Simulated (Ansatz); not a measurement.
# What BiP (model cell, started as CsCl type) distorts into, part 3 of 3

Aim: this structure of BiP (model cell, started as CsCl type) is to be tested for unstable modes, and one is followed downhill.

Ansatz 0.2.0; DFT PBEsol, scalar-relativistic, plane waves, PAW.

So far. Step 5 (Energy along the mode, all amplitudes (two of the runs …): The lowest of the steps tried is at 0.22 Å, 8.21 meV/atom below the parent; the bottom of the well need not coincide with a step. Step 7 (The new phase in its own primitive cell): The largest force component left is 0.98 meV/Å and the pressure is -0.004 GPa, within the tolerances set. The cell now holds 22.75 Å³/atom. The relaxed cell has a, b, c = 6.921, 14.429, 3.646 Å (conventional setting).

The structure was built from a prototype and need not be the compound's stable phase.

## Step 8: Modes of the new phase, k-mesh 6×6×10

A relaxed structure may still be a saddle point, so its zone-centre modes are computed. No field response is asked, since the mesh shows no gap.

input.yaml reads:

```yaml
crystal:
  lattice:
    - [3.4604588011, -7.2144381465, 0.0]
    - [3.4604588011, 7.2144381465, 0.0]
    - [0.0, 0.0, 3.6455911311]
  atoms:
    - { symbol: Bi, position: [0.75, 0.75, 0.0] }
    - { symbol: Bi, position: [0.25, 0.25, 0.0] }
    - { symbol: Bi, position: [0.0, 0.5, 0.0] }
    - { symbol: Bi, position: [0.5, 0.0, 0.0] }
    - { symbol: P, position: [0.8792715452, 0.1207284548, 0.3991843522] }
    - { symbol: P, position: [0.3792715452, 0.6207284548, 0.6008156478] }
    - { symbol: P, position: [0.1207284548, 0.8792715452, 0.6008156478] }
    - { symbol: P, position: [0.6207284548, 0.3792715452, 0.3991843522] }
kpoints:
  mp_grid: { grid: [6, 6, 10] }
hamiltonian:
  xc: pbesol
scf:
  occupations: { method: methfessel_paxton, width: 0.2 }
output:
  eigenvalues: true
phonons:
  method: dfpt
```

Started as:

```bash
$ ansatz run input.yaml --threads 4 --pin off --max-ram 7168MiB --backend cpu --events-out ev --progress --plain --runs-dir out
```

Numbers of over 12 decimals in the logs are rounded to 6 here.

What it wrote:

```text
[...]
Crystal: 8 atoms, lattice volume = 182.026 Å³
Basis set: ecut = 420 eV, 3547 PW (Γ), exchange–correlation on 108×108×50 points (8 copies of the dense FFT grid, shifted against one another)
Bands: 48, of which v1, the nominal top of the filled ones, is band 40 counted from 1 (39 counted from 0)
Symmetry: 8 space group operations
k-points: 184 of 360 (irreducible under 1 space group operation, time reversal used)
[...]
SCF iter   1: F=—  HF=-51925.501608 eV  |F-HF|=—  |Δ(HF+E_count)|=         —  Δρ=6.63e-3  dr2=1.85e-1  ethr=1.77e-3  ⟨swp⟩=7.7  Hψ=37866  notcnv=0
[...]
SCF iter  10: F=-51925.452512 eV  HF=-51925.452512 eV  |F-HF|=7.28e-12  |Δ(HF+E_count)|=  1.46e-11  S|Δr|=    0.00e0  Δρ=1.77e-8  dr2=1.26e-12  ethr=1.00e-12  ⟨swp⟩=13.1  Hψ=52507  notcnv=0
SCF 1 converged in 10 iterations: F = -51925.452512 eV  dr2 = 1.26e-12
[...]
DFPT response loops at Γ: preconditioner auto → Kerker (q_TF=auto, 2.379 Å⁻¹) (partly filled bands, converged f_vac=0.000); β = 1.00, the filter's whole step (`scf.mixing.beta` (0.50) is not read by the response loops under this deck's `scf.mixing.preconditioner`; to damp them name `kerker` or `kerker_dos`, under which they read `scf.mixing.beta`, and type it under 1.00, their step now; both keys bind the ground state too); Broyden in place of MSR1
SCF converged after 10 iterations
[...]
Free energy (F): -51925.452512 eV
[...]
Internal energy: -51925.454410 eV  (E = F + TS)
E sigma→0 (E₀):  -51925.452986 eV
Entropy (-TS):   0.001899 eV (0.237 meV/atom)
Fermi energy:    11.287362 eV
Step filling:    the computed levels leave a gap of 0.0000 eV = 0.0 smearing widths at the electron count; against every level under it full and every level over it empty, smearing changes F+E_penalty+E_count by +2.414 meV and its σ→0 estimate by +1.940 meV
[...]
--- Band table (eV; the first three rows and the last of 184) ---
  k-point 0: bands = [... 36 lower, 11.0597, 11.1042, 11.1693, 11.4049, 12.1221, 12.1621, 13.3317, 13.7015, ... 4 higher]
  k-point 1: bands = [... 36 lower, 10.2158, 10.6875, 10.6889, 10.7869, 12.4655, 12.8223, 12.9142, 12.9994, ... 4 higher]
  k-point 2: bands = [... 36 lower, 9.5013, 9.9263, 9.9664, 10.0573, 11.3234, 12.5256, 13.1933, 13.7651, ... 4 higher]
  k-point 183: bands = [... 36 lower, 8.7067, 8.7485, 8.7935, 9.0003, 11.9459, 12.1632, 12.8265, 13.7821, ... 4 higher]
--- Phonons (Γ-DFPT): 9 representative perturbations + reference, on 184 of 360 k-points (Σ response iterations 27) ---
  k mesh reduced under 1 symmetry operation, with k and −k counted as one. Each operation leaves every solved perturbation unchanged. A smaller set is not used because it would not reduce the number of displacements times k-points to solve
  ASR residual: 2.532e-5 → 0.000e0 eV/Å²; symmetrization residual: 5.012e-6 eV/Å²
  ASR residual per site (eV/Å²): 1.90e-5 1.90e-5 2.53e-5 2.53e-5 2.49e-5 2.49e-5 2.49e-5 2.49e-5
  Γ frequencies (cm⁻¹): -66.78 -62.31 -41.71 -19.18 -18.02 0.00 0.00 0.00 35.95 52.45 59.13 80.16 80.98 90.62 94.78 117.16 139.16 144.05 149.88 156.79 160.19 165.57 183.23 207.08
  non-analytic LO–TO correction: not included (Born effective charges unavailable; polar crystals: no LO–TO splitting at Γ)
```

Run time: 8.1 min. Hardware: 4 threads of Arm Neoverse V2, shared host; peak memory 4.6 GiB; 32 min of CPU time.

This step gave:

```yaml
sum_rule_residual_before_enforcement: 2.53e-5 eV/Å²
point_group: mmm
highest_optical_mode_at_the_zone_centre_no_lo_to_term: 207.1 cm⁻¹
lowest_optical_zone_centre_mode: -66.78 cm⁻¹
```

Patterns of degenerate modes are one choice out of their space. The modes at Γ (shares of kinetic energy by element, %) (negative means imaginary):

```
mode  frequency (cm⁻¹)  symmetry  Bi %  P %
   1             -66.8       B1u    11   89
   2             -62.3       B3g    14   86
   3             -41.7       B3u    92    8
   4             -19.2       B1g    91    9
   5             -18.0       B1u    91    9
   6               0.0  acoustic    87   13
   7               0.0  acoustic    87   13
   8               0.0  acoustic    87   13
   9              36.0       B3u    92    8
  10              52.5        Au   100    0
  11              59.1       B2g    97    3
  12              80.2       B1u    98    2
  13              81.0       B2u    50   50
  14              90.6       B3u    29   71
  15              94.8       B2u    35   65
  16             117.2       B3g    86   14
  17             139.2       B1g     9   91
  18             144.1        Ag     0  100
  19             149.9        Au     0  100
  20             156.8       B1u    13   87
  21             160.2       B2g     3   97
  22             165.6       B2u    29   71
  23             183.2       B3g     0  100
  24             207.1        Ag     0  100
```

Displacements in mode 1 (-66.8 cm⁻¹), the largest set to 1:
```
Bi1  0.00  0.00 -0.23
Bi2  0.00  0.00 -0.23
Bi3 -0.03  0.00  0.01
Bi4  0.03  0.00  0.01
P5   0.00 -1.00  0.72
P6   0.00  1.00  0.72
P7   0.00 -1.00  0.72
P8   0.00  1.00  0.72
```

Displacements in mode 18 (144.1 cm⁻¹), the largest set to 1:
```
Bi1  0.00  0.00  0.00
Bi2  0.00  0.00  0.00
Bi3  0.00  0.00  0.00
Bi4  0.00  0.00  0.00
P5   0.00  0.22  1.00
P6   0.00  0.22 -1.00
P7   0.00 -0.22 -1.00
P8   0.00 -0.22  1.00
```

Before it was imposed, the acoustic sum rule was missed by 2.5e-5 eV/Å². Small misses are needed for a sound result but don't prove that mesh and cutoff are converged. The lowest optical mode is imaginary, 66.8i cm⁻¹, so the energy falls along it.

## Step 9: The phases reached

The phases reached along the modes that were followed are set side by side.

Energies are those of the first relaxation, on the mesh of the frozen mode; space group, volume and gap are those of the last relaxation. Phases, by row:

```
                mode frozen in  space group  energy from parent (meV/atom)  volume (Å³/atom)  gap on mesh (eV)  lowest zone-centre optical mode (cm⁻¹)  largest shift (Å)
                        parent        Pm-3m                              0             21.95                 0                                       –                  –
q = (0, -0.5, -0.5), 141i cm⁻¹       P4/nmm                         -42.45             23.57                 0                                    37.6              0.499
 q = (0, 0.25, -0.5), 99i cm⁻¹         Cmme                         -18.47             22.75                 0                                   -66.8              0.372
```

## Step 10: Outcome

* unstable mode of the parent: q = (0, 0.25, -0.5), 99i cm⁻¹
* depth at the lowest point sampled: 8.21 meV/atom
* largest atomic shift at that point: 0.22 Å
* space group reached (within 0.01 Å): Cmme
* energy gained over the parent (first relaxation, on the mesh of the frozen mode): 18.5 meV/atom
* volume per atom, phase reached: 22.8 Å³
* lowest optical zone-centre mode, phase reached: -66.8 cm⁻¹
* highest optical mode at the zone centre (no LO-TO term), phase reached: 207 cm⁻¹

Along this mode the structure falls into Cmme, 18.5 meV/atom below the parent. At the parent's cell the well is 8.208 meV/atom deep on the steps tried, with its lowest point at a shift of 0.22 Å. Relaxing atoms and cell changes the gain by +10.26 meV/atom against the lowest step (energies at zero smearing). The new phase still has an imaginary mode at the zone centre of its cell, so it is a saddle point on the way to a lower structure. Of the 2 patterns followed to their end from this parent, this one ends 24.0 meV/atom above the lowest, P4/nmm. Each path keeps the symmetry of its pattern, so a lower phase may lie along a pattern not tried. With no gap, or one that is small against the smearing, the frequencies hang on the k mesh and the smearing, most of all near Kohn anomalies. Spin-orbit coupling is left out, which can matter for the heavy elements here. A phonon run warned that its eigensolver left some bands unconverged in a pass. The starting cell was built on a prototype and not taken from a measurement, so the phase need not exist.

[Logs are printed without paths, hosts, clocks, repeated set-up lines and the standing remarks that a program may print on its own settings, such as how far it seeks lower states.]

[Hosts, paths, dates, database ids (printed as entryN), source tags and the programs' standing remarks are cut or masked in the printed files.]
